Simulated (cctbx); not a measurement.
# A disordered crystal of nominal LaNdCu2Sn2

Cell a = 4.4910 Å, b = 4.4910 Å, c = 16.8730 Å, α = 90.00°, β = 90.00°, γ = 120.00°; space group P6_3/mmc (no. 194); nominal formula LaNdCu2Sn2.

The data are simulated with cctbx, not measured: synchrotron X-rays, λ = 0.7749 Å, to d = 0.8 Å, 80 % of the full sphere, strongest reflection 40000 counts, noise from counting, a 3 % proportional error and a noise floor of 15 counts (s.d.); no absorption.

With every site full:

```text
Rint 0.030, 149 unique reflections to 0.80 A
cycle     R1     wR2    GooF  max shift (A)
   1  0.1043  0.2091  12.425   0.00053
   2  0.0099  0.0228   1.353   0.00000
final R1 0.0099 wR2 0.0228 GooF 1.353  parameters 10  data/parameter 14.9
atom        x        y        z      Ueq    occ   su(xyz)  su(Uiso or U11)
Nd1    0.00000  0.00000  0.25000   0.0111  1.000  0.00000  0.0003
La2    0.00000  0.00000  0.00000   0.0055  1.000  0.00000  0.0002
Sn1    0.33333  0.66667  0.61490   0.0065  1.000  0.00003  0.0002
Cu1    0.33333  0.66667  0.34013   0.0109  1.000  0.00005  0.0003
difference map: max 1.64 min -1.38 rms 0.19
Q1    0.0000  0.0000  0.0000    2    1.64  0.00 A from La2
Q2    0.3333  0.6667  0.2500    2    1.25  1.52 A from Cu1
Q3    0.3333  0.6667  0.0339    4    0.69  2.13 A from Cu1
Q4    0.0000  0.0000  0.1858    4    0.60  1.08 A from Nd1
Q5    0.2544  0.5089  0.1379   12    0.53  0.72 A from Cu1
Q6    0.3333  0.6667  0.6945    4    0.51  1.34 A from Sn1
```

With the occupancies of the suspect sites free, each still typed as its main element:

```text
Rint 0.030, 149 unique reflections to 0.80 A
cycle     R1     wR2    GooF  max shift (A)
   1  0.0540  0.1091   6.530   0.00014
   9  0.0074  0.0158   0.943   0.00000
final R1 0.0074 wR2 0.0157 GooF 0.942  parameters 12  data/parameter 12.4
atom        x        y        z      Ueq    occ   su(xyz)  su(Uiso or U11)
Nd1    0.00000  0.00000  0.25000   0.0101  0.980  0.00000  0.0002
La2    0.00000  0.00000  0.00000   0.0066  1.022  0.00000  0.0002
Sn1    0.33333  0.66667  0.61492   0.0065  1.000  0.00002  0.0001
Cu1    0.33333  0.66667  0.34011   0.0108  1.000  0.00004  0.0002
su of occupancy Nd1: 0.003
su of occupancy La2: 0.003
difference map: max 0.98 min -0.65 rms 0.15
Q1    0.3333  0.6667  0.2500    2    1.01  1.52 A from Cu1
Q2    0.3333  0.6667  0.0290    4    0.80  2.21 A from Cu1
Q3    0.3333  0.6667  0.6918    4    0.58  1.30 A from Sn1
Q4    0.1299  0.5650  0.0003   12    0.48  2.10 A from Sn1
Q5    0.0000  0.0000  0.0000    2    0.47  0.00 A from La2
Q6    0.2507  0.5013  0.1341   12    0.46  0.78 A from Cu1
```

**Question.** What is the disorder?

X-rays count electrons. Nd1 refines to 0.980(0.003), or 58.8 electrons; the site truly holds 0.7 Nd and 0.3 La, 59.1 electrons, which is 0.985 of Nd; La2 refines to 1.022(0.003), or 58.3 electrons; the site truly holds 0.7 La and 0.3 Nd, 57.9 electrons, which is 1.016 of La. A value under 1 can't tell vacancies from a lighter guest, and one over 1 needs a heavier guest; chemistry or a second radiation must settle which. Occupancy correlates with U and the scale, and the two elements' form factors differ in shape, so the match is approximate.

Freeing them takes R1 from 0.0099 to 0.0074 and GooF from 1.35 to 0.94.

The model was made for the exercise: a known structure type with other elements put in, its volume estimated, not relaxed; displacement parameters are assumed.

[Middle refinement cycles are left out of these outputs.]

[Logs are printed without paths, hosts, clocks, repeated set-up lines and the standing remarks that a program may print on its own settings, such as how far it seeks lower states.]
